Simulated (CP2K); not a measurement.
Fluorocarbonylacetylene has these distinct C atoms: C1 (bonded to C and H), C2 (bonded to 2 C) and C3 (bonded to C, F and O).

```xyz
6

C     1.5006   -0.1405    0.3702
C     0.3236   -0.0465    0.0967
C    -1.0746    0.0229   -0.2040
O    -1.9555   -0.6949    0.1840
F    -1.3354    1.0793   -1.0576
H     2.5414   -0.2202    0.6106
```

Their partial C K spectra (CP2K XAS_TDP, all-electron GAPW, PBEh(45%), aug-cc-pVDZ, TDA, GW2X-corrected core level, no relativity) are given in random order, each times the number of alike atoms.

Gaussian full width 0.5 eV, oscillator strength per eV, alike atoms added, rows of zeros left out:

```
E (eV)  curve 1  curve 2  curve 3
286.50    0.000    0.000    0.002
286.75    0.000    0.000    0.023
287.00    0.000    0.007    0.082
287.25    0.000    0.031    0.072
287.50    0.000    0.035    0.016
287.75    0.000    0.021    0.001
288.00    0.000    0.064    0.008
288.25    0.000    0.089    0.053
288.50    0.000    0.032    0.091
288.75    0.000    0.003    0.039
289.00    0.000    0.000    0.004
290.25    0.003    0.000    0.000
290.50    0.035    0.000    0.000
290.75    0.112    0.000    0.000
291.00    0.090    0.005    0.001
291.25    0.018    0.037    0.007
291.50    0.001    0.070    0.016
291.75    0.000    0.034    0.009
292.00    0.000    0.004    0.003
292.25    0.000    0.000    0.007
292.50    0.000    0.000    0.006
292.75    0.000    0.003    0.003
293.00    0.000    0.017    0.010
293.25    0.000    0.023    0.021
293.50    0.000    0.011    0.026
293.75    0.000    0.002    0.018
294.00    0.000    0.000    0.005
294.25    0.000    0.001    0.001
294.50    0.000    0.009    0.002
294.75    0.007    0.018    0.009
295.00    0.037    0.009    0.013
295.25    0.048    0.002    0.013
295.50    0.015    0.007    0.015
295.75    0.001    0.011    0.008
296.00    0.000    0.005    0.003
296.25    0.000    0.002    0.006
296.50    0.002    0.004    0.009
296.75    0.012    0.007    0.004
297.00    0.022    0.007    0.001
297.25    0.040    0.002    0.004
297.50    0.041    0.000    0.005
297.75    0.015    0.000    0.002
298.00    0.003    0.004    0.000
298.25    0.011    0.010    0.000
298.50    0.025    0.018    0.000
298.75    0.029    0.027    0.003
299.00    0.021    0.014    0.005
299.25    0.034    0.005    0.007
299.50    0.055    0.008    0.018
299.75    0.025    0.006    0.026
300.00    0.009    0.001    0.019
300.25    0.020    0.000    0.012
300.50    0.020    0.002    0.012
300.75    0.009    0.004    0.007
301.00    0.007    0.004    0.017
```

Which curve belongs to which atom?

Curve 1: C3 (bonded to C, F and O), leading line at 290.84 eV (f = 0.065 an atom), ionisation energy 298.82 eV, term value 7.98 eV. Curve 2: C2 (bonded to 2 C), leading line at 287.40 eV (f = 0.021 an atom), ionisation energy 293.69 eV, term value 6.29 eV. Curve 3: C1 (bonded to C and H), leading line at 287.10 eV (f = 0.049 an atom), ionisation energy 293.89 eV, term value 6.79 eV. The leading line of an atom is its first one with 35 % of the strongest within 2.5 eV of its lowest line over the strength cut. A line lies at the core ionisation energy, which rises as an atom loses charge to its neighbours or to a π system, less the term value, which is large for a low π* or σ* orbital with weight on that atom.

[Banner, clock and machine lines of the logs are left out without a mark of their own.]

[Logs are printed without paths, hosts, clocks, repeated set-up lines and the standing remarks that a program may print on its own settings, such as how far it seeks lower states.]

[Hosts, paths, dates, database ids (printed as entryN), source tags and the programs' standing remarks are cut or masked in the printed files.]
